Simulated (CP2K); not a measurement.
Two runs for the O K edge of 2-fluorocarbonylthiophene. Run A: CP2K XAS_TDP, all-electron GAPW, PBEh(45%), aug-cc-pVDZ, TDA, no relativity. Run B differs in one setting.

First lines with a strength over 0.0015. A:

```
            atom  energy (eV)  states  strength, one atom
O1 (bonded to C)       527.04       1              0.0373
                       531.96       1              0.0043
                       532.09       1              0.0016
                       532.57       1              0.0021
                       532.93       1              0.0078
```

B:

```
            atom  energy (eV)  states  strength, one atom
O1 (bonded to C)       527.08       1              0.0369
                       532.14       1              0.0042
                       533.62       1              0.0144
                       534.88       1              0.0089
                       535.93       1              0.0039
```

**Question.** Which was it: the functional, scalar relativity switched on, the basis, GW2X switched on?

The basis (basis from aug-cc-pVDZ to 6-31G*; the lines alone don't name the new value). A basis moves diffuse and continuum lines far more than the leading valence line. Against PBEh(45%) in aug-cc-pVDZ, the leading line moves by +0.04 eV, to 527.08 eV. The next line of O1 over the strength cut lies 5.06 eV higher, against 4.92.

[Banner, clock and machine lines of the logs are left out without a mark of their own.]

[Logs are printed without paths, hosts, clocks, repeated set-up lines and the standing remarks that a program may print on its own settings, such as how far it seeks lower states.]

[Hosts, paths, dates, database ids (printed as entryN), source tags and the programs' standing remarks are cut or masked in the printed files.]
